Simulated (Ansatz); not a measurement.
# LaTi2Ga2: relaxing a made-up structure

Starting from a made-up structure for LaTi2Ga2, the aim is the relaxed cell, its shortest contacts and, where a second run follows, its electronic structure.

Main program and level: Ansatz 0.2.0; DFT, r2SCAN, plane-wave PAW, files of the set soft_1, scalar-relativistic, no spin, cell and ions relaxed at zero pressure; PAW set soft_1.

**1. Starting point**

It takes space group I4/mmm (No. 139, tetragonal). Conventional cell: a = 4.176 Å, b = 4.176 Å, c = 11.156 Å, α = 90.00°, β = 90.00°, γ = 90.00°. La has 8 Ga at 3.27 Å and 8 Ti at 3.48 Å nearest. Nearest to Ga lie 4 Ti at 2.50 Å and 1 Ga at 2.82 Å and 4 La at 3.27 Å. Nearest to Ti lie 4 Ga at 2.50 Å and 4 Ti at 2.95 Å and 4 La at 3.48 Å. Farther neighbours are not listed.

**2. Relaxing cell and atoms**

The guessed cell has no reason to be at equilibrium. It is relaxed with the atoms, within the space group of the guess.

File input.yaml:

```yaml
crystal:
  lattice:
    - [-2.088, 2.088, 5.578]
    - [2.088, -2.088, 5.578]
    - [2.088, 2.088, -5.578]
  atoms:
    - { symbol: La, position: [0.0, 0.0, 0.0] }
    - { symbol: Ga, position: [0.6265, 0.6265, 0.0] }
    - { symbol: Ga, position: [0.3735, 0.3735, 0.0] }
    - { symbol: Ti, position: [0.25, 0.75, 0.5] }
    - { symbol: Ti, position: [0.75, 0.25, 0.5] }
kpoints:
  mp_grid: { grid: [9, 9, 9] }
scf:
  occupations: { method: fermi_dirac, width: 0.05 }
hamiltonian:
  xc: r2scan
  pseudopotentials: { kind: paw, azcp: { folder: soft_1 } }
relax:
  f_tol: 0.015
  max_steps: 70
  cell: {}
output:
  forces: true
  stress: true
```

The run is started by

```
> ansatz run input.yaml --threads 4 --pin off --max-ram 8192MiB --backend cpu --events-out ev --progress --plain --runs-dir out
```

Numbers of over 12 decimals in the logs are rounded to 6 here.

The program printed:

```text
basis.fft_grid_basis auto: the FFT boxes are laid along the combinations [[1, 0, 1], [0, 1, 1], [0, 0, 1]] of the cell's own vectors, 4.176, 4.176 and 6.311 Å long. The dense box has 32×32×48 points. Along the cell's own vectors, as sized, it would have 48×48×48, 2.25 times as many. Of the 16 symmetry operations that the crystal satisfies within crystal.symmetry.tolerance (time reversal apart; of a slab, those that k [...]
Engine: ansatz 0.2.0, aarch64-unknown-linux-gnu
Pseudopotentials: kind: paw
Pseudopotential: La, paw, valence charge 11, recommended cutoff 500 eV (meta_gga), soft_1/La.paw.azcp
Pseudopotential: Ga, paw, valence charge 13, recommended cutoff 500 eV (meta_gga), soft_1/Ga.paw.azcp
Pseudopotential: Ti, paw, valence charge 12, recommended cutoff 500 eV (meta_gga), soft_1/Ti.paw.azcp
Functional definition: r2SCAN
  parameter k0 = 0.174
  parameter k1 = 0.065
  parameter a1 = 4.9479
  exchange = r2scan_x(k0 = k0, k1 = k1, a1 = a1)
  correlation = r2scan_c
Crystal: 5 atoms, lattice volume = 97.275 Å³
Basis set: ecut = 500 eV, 2485 PW (Γ), FFT grids on a1+a3, a2+a3, a3, exchange–correlation on 128×128×192 points (64 copies of the dense FFT grid, shifted against one another)
Bands: 37, of which v1, the nominal top of the filled ones, is band 31 counted from 1 (30 counted from 0)
Symmetry: 16 space group operations
Space group: I4/mmm (ITA 139), of the structure as read, at distance tolerance 4.6e-5 Å
k-points: 75 of 729
Non-local potential: La, projectors of the file, l = 0: 3, l = 1: 2, l = 2: 2, l = 3: 3
Non-local potential: Ga, projectors of the file, l = 0: 2, l = 1: 2, l = 2: 3, l = 3: 1
Non-local potential: Ti, projectors of the file, l = 0: 3, l = 1: 2, l = 2: 3, l = 3: 1
PAW form: soft (Blöchl's): semilocal exchange-correlation on the pseudo side does not see the compensation charge
PAW frozen core: La, regenerated for the run's functional (the file was generated under x = pbe(κ = 0.804, μ = 0.219515), c = pbe(β = 0.066725))
PAW frozen core: Ga, regenerated for the run's functional (the file was generated under x = pbe(κ = 0.804, μ = 0.219515), c = pbe(β = 0.066725))
PAW frozen core: Ti, regenerated for the run's functional (the file was generated under x = pbe(κ = 0.804, μ = 0.219515), c = pbe(β = 0.066725))
PAW one-centre angular grid: La, 974 points (default); XC on 160 Gauss nodes
PAW one-centre angular grid: Ga, 590 points (default); XC on 160 Gauss nodes
PAW one-centre angular grid: Ti, 590 points (default); XC on 160 Gauss nodes
Initial density: superposition of atomic densities (chi_scale 0.1, normalization cell, long waves kept (reshape's long-wave potential 0.00 eV rms))
Initial wavefunctions: pseudopotential atomic-orbital guess
Functional: x = r2scan, c = r2scan; τ floored in thin density (d = 2e-4 eV/Å³)
SCF iter   1: F=—  HF=-18855.728422 eV  |F-HF|=—  |Δ(HF+E_count)|=         —  Δρ=5.07e-2  dr2=2.41e0  dr2_τ=7.10e-2  ethr=3.10e-3  ⟨swp⟩=5.6  Hψ=9860  notcnv=0
preconditioner: auto → Kerker (q_TF=auto, 2.524 Å⁻¹)  [metal: Δε(μ)=0.008 eV  Ē_g=10.691 eV  σ=0.050 eV  W_gap=0.04  n_scr=32 (ndim 8)  ℏωp=24.7 eV  f_vac=0.000  D(μ)=4.55/eV (n_scr^D=32)]
SCF iter   2: F=—  HF=-18855.510794 eV  |F-HF|=—  |Δ(HF+E_count)|=   2.18e-1  Δρ=2.23e-2  dr2=7.63e-1  dr2_τ=1.58e-2  ethr=3.10e-3  ⟨swp⟩=3.0  Hψ=5613  notcnv=0  defer=2
SCF iter   3: F=—  HF=-18855.511443 eV  |F-HF|=—  |Δ(HF+E_count)|=   6.50e-4  Δρ=1.41e-2  dr2=2.66e-1  dr2_τ=2.85e-3  ethr=1.25e-3  ⟨swp⟩=2.7  Hψ=3736  notcnv=0  defer=2
SCF iter   4: F=—  HF=-18855.554704 eV  |F-HF|=—  |Δ(HF+E_count)|=   4.33e-2  Δρ=4.21e-3  dr2=1.72e-2  dr2_τ=1.67e-4  ethr=4.36e-4  ⟨swp⟩=3.2  Hψ=4956  notcnv=0  defer=2
SCF iter   5: F=—  HF=-18855.556419 eV  |F-HF|=—  |Δ(HF+E_count)|=   1.71e-3  Δρ=1.63e-3  dr2=5.04e-3  dr2_τ=1.32e-4  ethr=2.81e-5  ⟨swp⟩=2.2  Hψ=5169  notcnv=0
SCF iter   6: F=—  HF=-18855.556192 eV  |F-HF|=—  |Δ(HF+E_count)|=   2.26e-4  Δρ=6.22e-4  dr2=6.09e-4  dr2_τ=1.09e-5  ethr=8.25e-6  ⟨swp⟩=2.1  Hψ=4651  notcnv=0
SCF iter   7: F=—  HF=-18855.556443 eV  |F-HF|=—  |Δ(HF+E_count)|=   2.51e-4  Δρ=2.78e-4  dr2=1.30e-4  dr2_τ=2.23e-6  ethr=9.98e-7  ⟨swp⟩=2.0  Hψ=4255  notcnv=0
SCF iter   8: F=—  HF=-18855.556495 eV  |F-HF|=—  |Δ(HF+E_count)|=   5.23e-5  Δρ=7.42e-5  dr2=8.28e-6  dr2_τ=9.13e-8  ethr=2.14e-7  ⟨swp⟩=2.0  Hψ=4197  notcnv=0
SCF iter   9: F=—  HF=-18855.556508 eV  |F-HF|=—  |Δ(HF+E_count)|=   1.22e-5  Δρ=2.21e-5  dr2=5.41e-7  dr2_τ=1.46e-8  ethr=1.36e-8  ⟨swp⟩=2.0  Hψ=4232  notcnv=0
SCF iter  10: F=-18855.556508 eV  HF=-18855.556508 eV  |F-HF|=1.49e-8  |Δ(HF+E_count)|=   6.61e-7  Δρ=4.89e-6  dr2=2.50e-8  dr2_τ=6.80e-10  ethr=1.64e-10  ⟨swp⟩=5.0  Hψ=10333  notcnv=0
SCF 1 converged in 10 iterations: F = -18855.556508 eV  dr2 = 2.50e-8
  greatest PAW one-centre occupation: 1.000 electrons in one spin orbital (limit 2), on the Ti atom at site 4 (counted from 0), in its partial waves of l = 0
relax step   1: F+E_penalty+E_count = -18855.55650824 eV  Δ(F+E_penalty+E_count) = +0.000e0 eV  max|allowed force component| = 1.953e0 eV/Å  Δτ_max = 0.0000 Å  P = +13.128 GPa  Ω = 97.275 Å³  (10 SCF iters, dr2 threshold 1.00e-7 eV, accepted)
Crystal: 5 atoms, lattice volume = 110.436 Å³
Basis set: ecut = 500 eV, 2765 PW (Γ), FFT grids on a1+a3, a2+a3, a3, exchange–correlation on 128×128×192 points (64 copies of the dense FFT grid, shifted against one another)
Initial density: handed on by an earlier stage of this run
Initial wavefunctions: those handed on with the density
iter 1 solved again at ethr=5.76e-4 eV; its pass at ethr=3.10e-3 eV (dr2=3.51e-1 eV) is discarded
SCF iter   1: F=—  HF=-18855.333847 eV  |F-HF|=—  |Δ(HF+E_count)|=         —  Δρ=1.06e-2  dr2=3.51e-1  dr2_τ=4.31e-1  ethr=5.76e-4  ⟨swp⟩=1.3  Hψ=20033  notcnv=0
preconditioner: auto → Kerker (q_TF=auto, 2.471 Å⁻¹)  [metal: Δε(μ)=0.001 eV  Ē_g=11.408 eV  σ=0.050 eV  W_gap=0.00  n_scr=32 (ndim 8)  ℏωp=23.2 eV  f_vac=0.000  D(μ)=6.40/eV (n_scr^D=62)]
SCF iter   2: F=—  HF=-18856.136077 eV  |F-HF|=—  |Δ(HF+E_count)|=   8.02e-1  Δρ=4.50e-3  dr2=3.97e-2  dr2_τ=1.19e-3  ethr=5.76e-4  ⟨swp⟩=4.3  Hψ=5542  notcnv=0
SCF iter   3: F=—  HF=-18856.137168 eV  |F-HF|=—  |Δ(HF+E_count)|=   1.09e-3  Δρ=2.32e-3  dr2=1.62e-2  dr2_τ=1.77e-4  ethr=6.51e-5  ⟨swp⟩=2.4  Hψ=4216  notcnv=0
SCF iter   4: F=—  HF=-18856.137184 eV  |F-HF|=—  |Δ(HF+E_count)|=   1.65e-5  Δρ=1.26e-3  dr2=1.78e-3  dr2_τ=3.18e-5  ethr=2.65e-5  ⟨swp⟩=2.2  Hψ=4675  notcnv=0
SCF iter   5: F=—  HF=-18856.137366 eV  |F-HF|=—  |Δ(HF+E_count)|=   1.81e-4  Δρ=5.34e-4  dr2=5.41e-4  dr2_τ=2.00e-5  ethr=2.91e-6  ⟨swp⟩=2.0  Hψ=5354  notcnv=0
[...]
SCF iter   2: F=—  HF=-18856.240941 eV  |F-HF|=—  |Δ(HF+E_count)|=   1.19e-1  Δρ=4.11e-3  dr2=1.23e-2  dr2_τ=1.44e-3  ethr=2.35e-4  ⟨swp⟩=3.9  Hψ=4465  notcnv=0  defer=1
SCF iter   3: F=—  HF=-18856.242099 eV  |F-HF|=—  |Δ(HF+E_count)|=   1.16e-3  Δρ=2.26e-3  dr2=9.40e-3  dr2_τ=8.03e-5  ethr=2.02e-5  ⟨swp⟩=2.7  Hψ=5258  notcnv=0
SCF iter   4: F=—  HF=-18856.242198 eV  |F-HF|=—  |Δ(HF+E_count)|=   9.91e-5  Δρ=6.15e-4  dr2=1.99e-4  dr2_τ=1.38e-5  ethr=1.54e-5  ⟨swp⟩=2.1  Hψ=3785  notcnv=0
SCF iter   5: F=—  HF=-18856.242203 eV  |F-HF|=—  |Δ(HF+E_count)|=   4.72e-6  Δρ=2.87e-4  dr2=6.39e-5  dr2_τ=1.26e-6  ethr=3.26e-7  ⟨swp⟩=2.3  Hψ=4714  notcnv=0
SCF iter   6: F=—  HF=-18856.242213 eV  |F-HF|=—  |Δ(HF+E_count)|=   1.00e-5  Δρ=1.34e-4  dr2=3.47e-5  dr2_τ=9.94e-7  ethr=1.05e-7  ⟨swp⟩=2.0  Hψ=4131  notcnv=0
SCF iter   7: F=—  HF=-18856.242216 eV  |F-HF|=—  |Δ(HF+E_count)|=   3.46e-6  Δρ=4.28e-5  dr2=2.58e-6  dr2_τ=3.85e-8  ethr=5.69e-8  ⟨swp⟩=2.0  Hψ=4150  notcnv=0
SCF iter   8: F=-18856.242218 eV  HF=-18856.242218 eV  |F-HF|=5.00e-8  |Δ(HF+E_count)|=   1.63e-6  Δρ=1.53e-5  dr2=3.50e-7  dr2_τ=1.06e-8  ethr=8.20e-10  ⟨swp⟩=5.5  Hψ=11440  notcnv=0
SCF 3 converged in 8 iterations: F = -18856.242218 eV  dr2 = 3.50e-7
relax step   3: F+E_penalty+E_count = -18856.24221793 eV  Δ(F+E_penalty+E_count) = -1.049e-1 eV  max|allowed force component| = 2.500e-1 eV/Å  Δτ_max = 0.0717 Å  P = -0.670 GPa  Ω = 107.874 Å³  energy of the carried Pulay correction = -4.602e-3 eV  (8 SCF iters, dr2 threshold 5.00e-7 eV, accepted)
[...]
relax step   4: F+E_penalty+E_count = -18856.26330056 eV  Δ(F+E_penalty+E_count) = -2.108e-2 eV  max|allowed force component| = 1.847e-1 eV/Å  Δτ_max = 0.0675 Å  P = +0.272 GPa  Ω = 105.674 Å³  energy of the carried Pulay correction = -3.686e-3 eV  (8 SCF iters, dr2 threshold 5.00e-7 eV, accepted)
[...]
relax step   5: F+E_penalty+E_count = -18856.26948075 eV  Δ(F+E_penalty+E_count) = -6.180e-3 eV  max|allowed force component| = 1.836e-2 eV/Å  Δτ_max = 0.0247 Å  P = +0.048 GPa  Ω = 106.286 Å³  energy of the carried Pulay correction = -3.943e-3 eV  (7 SCF iters, dr2 threshold 5.00e-7 eV, accepted)
[...]
relax step   6: F+E_penalty+E_count = -18856.26950515 eV  Δ(F+E_penalty+E_count) = -2.439e-5 eV  max|allowed force component| = 1.436e-3 eV/Å  Δτ_max = 0.0017 Å  P = -0.005 GPa  Ω = 106.327 Å³  energy of the carried Pulay correction = -3.960e-3 eV  (6 SCF iters, dr2 threshold 2.11e-8 eV, accepted)
Basis set: ecut = 500 eV, 2693 PW (Γ), FFT grids on a1+a3, a2+a3, a3, exchange–correlation on 128×128×200 points (64 copies of the dense FFT grid, shifted against one another)
Initial wavefunctions: pseudopotential atomic-orbital guess (no wavefunctions were taken with the density)
iter 1 solved again at ethr=1.66e-6 eV; its pass at ethr=3.10e-3 eV (dr2=1.01e-3 eV) is discarded
SCF iter   1: F=—  HF=-18856.274072 eV  |F-HF|=—  |Δ(HF+E_count)|=         —  Δρ=2.77e-4  dr2=1.03e-5  dr2_τ=2.85e-5  ethr=1.66e-6  ⟨swp⟩=2.9  Hψ=16512  notcnv=0
preconditioner: auto → Kerker (q_TF=auto, 2.487 Å⁻¹)  [metal: Δε(μ)=0.001 eV  Ē_g=11.289 eV  σ=0.050 eV  W_gap=0.00  n_scr=32 (ndim 8)  ℏωp=23.6 eV  f_vac=0.000  D(μ)=7.31/eV (n_scr^D=78)]
SCF iter   2: F=—  HF=-18856.274282 eV  |F-HF|=—  |Δ(HF+E_count)|=   2.10e-4  Δρ=1.68e-4  dr2=6.82e-6  dr2_τ=2.75e-6  ethr=1.70e-8  ⟨swp⟩=2.1  Hψ=4887  notcnv=0
SCF iter   3: F=—  HF=-18856.274354 eV  |F-HF|=—  |Δ(HF+E_count)|=   7.18e-5  Δρ=2.50e-5  dr2=1.37e-7  dr2_τ=1.01e-7  ethr=1.12e-8  ⟨swp⟩=2.0  Hψ=4128  notcnv=0
SCF iter   4: F=—  HF=-18856.274353 eV  |F-HF|=—  |Δ(HF+E_count)|=   1.19e-6  Δρ=9.66e-6  dr2=1.47e-7  dr2_τ=9.35e-9  ethr=2.24e-10  ⟨swp⟩=2.0  Hψ=5140  notcnv=0
SCF iter   5: F=—  HF=-18856.274353 eV  |F-HF|=—  |Δ(HF+E_count)|=   2.05e-7  Δρ=4.72e-6  dr2=2.06e-8  dr2_τ=2.45e-9  ethr=2.24e-10  ⟨swp⟩=2.0  Hψ=4177  notcnv=0
SCF iter   6: F=—  HF=-18856.274353 eV  |F-HF|=—  |Δ(HF+E_count)|=   1.78e-8  Δρ=2.45e-6  dr2=3.16e-9  dr2_τ=3.03e-10  ethr=3.38e-11  ⟨swp⟩=2.0  Hψ=4179  notcnv=0
SCF iter   7: F=—  HF=-18856.274353 eV  |F-HF|=—  |Δ(HF+E_count)|=   7.01e-9  Δρ=8.18e-7  dr2=7.43e-10  dr2_τ=7.50e-11  ethr=5.18e-12  ⟨swp⟩=2.0  Hψ=4158  notcnv=0
SCF iter   8: F=—  HF=-18856.274353 eV  |F-HF|=—  |Δ(HF+E_count)|=  7.79e-10  Δρ=2.00e-7  dr2=5.94e-11  dr2_τ=1.52e-12  ethr=1.22e-12  ⟨swp⟩=2.0  Hψ=3261  notcnv=0
SCF iter   9: F=-18856.274353 eV  HF=-18856.274353 eV  |F-HF|=3.64e-12  |Δ(HF+E_count)|=  4.00e-11  Δρ=6.05e-8  dr2=7.21e-12  dr2_τ=1.47e-13  ethr=1.00e-12  ⟨swp⟩=4.0  Hψ=9973  notcnv=0
SCF 7 converged in 9 iterations: F = -18856.274353 eV  dr2 = 7.21e-12
relax step   7: F+E_penalty+E_count = -18856.27435314 eV  Δ(F+E_penalty+E_count) = -4.848e-3 eV  max|allowed force component| = 1.295e-3 eV/Å  Δτ_max = 0.0000 Å  P = +0.015 GPa  Ω = 106.327 Å³  stress off target by 1.87e-2 GPa  SCF on the basis re-selected at this cell (its energy is not comparable with the rows above)  (9 SCF iters)
basis re-selected at this cell: Δ(F+E_penalty+E_count) = -4.848e-3 eV, ΔP = +0.020 GPa vs the last step (what re-selecting the basis moved, of the pressure what is left beyond the Pulay correction that the steps carried, after the strain that the cell walked since its last selection, with what the two solves' SCF thresholds leave and, on support functions, any second-order correction that the steps lacked; it is no measure of the basis error at this ecutwfc). The dense FFT grid was sized anew with the basis: this SCF ran on 32×32×50 points, the steps before it on 32×32×48, so part of this shift can come from that change (see relax.cell in the input reference). [rest of the remark cut]
SCF converged after 9 iterations
Free energy (F): -18856.274353 eV
Harris-Foulkes:  -18856.274353 eV  (|F-HF|=3.64e-12)
Internal energy: -18856.216140 eV  (E = F + TS)
E sigma→0 (E₀):  -18856.245247 eV
Entropy (-TS):   -0.058213 eV (-11.643 meV/atom)
Fermi energy:    11.176998 eV
--- Per-component energies (eV) ---
  E_band       = -463.348113
  E_kinetic    = 967.667277
  E_local      = -5168.445790  (includes V_loc(G=0)·N_el)
  E_nonlocal   = 18.579487
  E_hartree    = 2769.189923
  E_xc         = -474.268973
  E_vxc        = -594.750312  (∫ρ·V_xc dr)
  E_paw        = -11543.845194  (= ΣΔE_a)
  E_vpaw       = -1259.895543  (= ΣTr[D̂ρ^β])
  E_aug_tail   = 0.000014  (compensation charges beyond the density's cutoff)
  E_vtau       = 35.116949  (kinetic-family band-sum trace: ∫τ·v_τ [+ j·A + Jᵃ·Aᵃ] dr)
  E_ewald      = -5423.348063
  E_core_change = -1.744820  (= ΣΔE_core)
  E_smearing   = -0.058213  (= −TS)
  E_closure    = 0.000000  (closes the sum)
  Σ components = -18856.274353   (vs F -18856.274353, Δ=0.00e0)
--- Forces (eV/Å), atoms counted from 1 ---
  atom   1  La    -0.00000000     0.00000000     0.00000000
  atom   2  Ga     0.00000000    -0.00000000    -0.00129479
  atom   3  Ga    -0.00000000    -0.00000000     0.00129479
  atom   4  Ti    -0.00000000    -0.00000000     0.00000000
  atom   5  Ti     0.00000000    -0.00000000     0.00000000
  max |Σ_I F_I| component: 6.18e-18 eV/Å
--- Stress (GPa, compression-positive) ---
        0.012530       0.000000      -0.000000
        0.000000       0.012530      -0.000000
        0.000000       0.000000       0.018713
  P = ⅓ Tr σ = 0.0146 GPa (0.146 kbar)
--- Relaxed structure (6 steps of the walk, 6 accepted, 1 SCFs on fresh bases) ---
  F+E_penalty+E_count = -18856.27435314 eV   max|allowed force component| = 1.295e-3 eV/Å   (the final SCF, on the basis selected at the relaxed cell)
  cell:  # Å, volume = 106.3265 Å³
    - [-2.105582, 2.105582, 5.995666]
    - [2.105582, -2.105582, 5.995666]
    - [2.105582, 2.105582, -5.995666]
  atoms:
    - { symbol: La, position: [0, 0, 0] }
    - { symbol: Ga, position: [0.609775, 0.609775, 0] }
    - { symbol: Ga, position: [0.390225, 0.390225, 0] }
    - { symbol: Ti, position: [0.25, 0.75, 0.5] }
    - { symbol: Ti, position: [0.75, 0.25, 0.5] }
```

The job ended after 61 s (4 threads of Arm Neoverse V2, shared host; peak memory 0.87 GiB; 3.9 min of CPU time).

Relaxation path:

```csv
step,energy less that of the first step (eV),largest force component (eV/Å),pressure (GPa),volume (Å³)
1,0.0000,1.9529,13.13,97.27
2,-0.5808,0.5697,-1.60,110.44
3,-0.6857,0.2500,-0.67,107.87
4,-0.7068,0.1847,0.27,105.67
5,-0.7130,0.0184,0.05,106.29
6,-0.7130,0.0014,-0.01,106.33
7*,-0.7178,0.0013,0.01,106.33
```

Relaxation steps marked * repeat the geometry before them on a plane-wave basis chosen anew for their cell, so energy and pressure can jump there.

Forces are held to the 16 operations that the run works with; a distortion that breaks them can't arise in this run.

| conventional cell, symmetrised | before | after | change |
| --- | --- | --- | --- |
| a (Å) | 4.176 | 4.211 | +0.8 % |
| b (Å) | 4.176 | 4.211 | +0.8 % |
| c (Å) | 11.156 | 11.991 | +7.5 % |
| volume (Å³/atom) | 19.45 | 21.27 | +9.3 % |

The atoms that moved most (Å, as changes of fractional coordinates times the final cell):

| atom | dx | dy | dz | length |
| --- | --- | --- | --- | --- |
| Ga2 | 0.000 | 0.000 | -0.201 | 0.201 |
| Ga3 | 0.000 | 0.000 | 0.201 | 0.201 |

The relaxed structure:

```xyz
5
Lattice="-2.1056 2.1056 5.9957 2.1056 -2.1056 5.9957 2.1056 2.1056 -5.9957" Properties=species:S:1:pos:R:3 pbc="T T T"
La    0.0000    0.0000    0.0000
Ga    0.0000    0.0000    7.3120
Ga    0.0000    0.0000    4.6793
Ti    2.1056    0.0000    2.9978
Ti    0.0000    2.1056    2.9978
```

Numbers from this step:

```
free energy             : -18856.2744 eV
energy at zero smearing : -18856.2452 eV
smearing term TS        : 0.05821 eV
Fermi energy            : 11.18 eV
electrons               : 61
symmetry operations     : 16
pressure                : 0.01459 GPa
```

Shortest distances by pair of elements, guess and relaxed (not always the same contact):

| pair | guess (Å) | relaxed (Å) |
| --- | --- | --- |
| Ga–Ga | 2.822 | 2.633 |
| Ga–Ti | 2.502 | 2.695 |
| Ti–Ti | 2.953 | 2.978 |
| Ga–La | 3.273 | 3.256 |
| La–Ti | 3.484 | 3.663 |

The relaxation ends with a largest force component of 0.0013 eV/Å and a pressure of 0.01 GPa.

**3. Outcome**

| Item | Value |
| --- | --- |
| space group, relaxed | I4/mmm |
| conventional cell | a = 4.211, b = 4.211, c = 11.991 Å; α = 90.0°, β = 90.0°, γ = 90.0° |
| volume per atom | 21.27 Å³ (guess 19.45) |

**Reading.** LaTi2Ga2 relaxes to I4/mmm with a = 4.211, b = 4.211 and c = 11.991 Å. The guessed volume was 9 % too small. The space group I4/mmm was held in the relaxation, so the end point is a stationary structure within it and may be a saddle against distortions or other arrangements. Mesh and cutoff weren't tested. Spin-orbit coupling is left out, which can matter for elements this heavy. No dispersion term is used, so weakly bound directions may come out too long. The runs have no spin, and magnetism wasn't tested. Nothing here tests whether the compound is stable against decomposition.

[Logs are printed without paths, hosts, clocks, repeated set-up lines and the standing remarks that a program may print on its own settings, such as how far it seeks lower states.]

[Hosts, paths, dates, database ids (printed as entryN), source tags and the programs' standing remarks are cut or masked in the printed files.]
